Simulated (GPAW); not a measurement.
# Surface energy and work function of Be(0001) from slabs of 3 to 12 layers (LDA)

How do energy and work function of Be(0001) films settle with thickness, and what surface energy follows?

How it was computed: GPAW 26.7.0, plane waves at 450 eV with PAW setups; symmetric 1×1 slabs cut at the tabulated lattice constant (two decimals; low-temperature values for the alkali metals), atoms at bulk places, 7.5 Å of vacuum on each side, one in-plane mesh for all thicknesses, Fermi-Dirac smearing of 0.1 eV. Energies are extrapolated to zero smearing and count from the program's reference atoms. Functional LDA. The cell's area is 4.542 Å².

What came out, but for one run:

```
layers  energy (eV)  work function (eV)
     3     −11.3878                5.43
     4     −15.5562                5.48
     5     −19.7295                5.50
     6     −23.9060                5.49
     7     −28.0815                5.49
     8     −32.2599                5.49
     9     −36.4386                5.48
    10     −40.6197                5.48
    11     −44.7996                5.49
    12            ?                   ?
```

**Question.** What surface energy do these runs give, and what energy and work function should the 12-layer slab have?

A: A slab of n layers has E(n) = nε + 2Aγ once its middle is bulk-like. A line through n = 6 to 11 has the slope ε = −4.1789 eV a layer and the intercept 2Aγ = 1.1697 eV (r.m.s. residual 1.5 meV). So γ = 1.1697 / (2 × 4.542 Å²) = 0.1288 eV/Å² = 2.06 J/m², with a standard error of under 0.01 J/m² from the scatter about the line. For 12 layers: 1.1697 + 12 × (−4.1789) = −48.977 eV; the run gives −48.980 eV, 3.1 meV under the line. The work function has no such law: from 6 to 11 layers it moves between 5.48 and 5.49 eV (mean 5.49), and the 12-layer slab gives 5.48 eV. The thinnest slab, 3 layers, lies −0.06 eV from that mean.

Caveats: The surfaces are unrelaxed, so γ is an upper bound for this functional and lattice constant. The tabulated lattice constant isn't the functional's own, which strains the slab a little.

[Logs are printed without paths, hosts, clocks, repeated set-up lines and the standing remarks that a program may print on its own settings, such as how far it seeks lower states.]
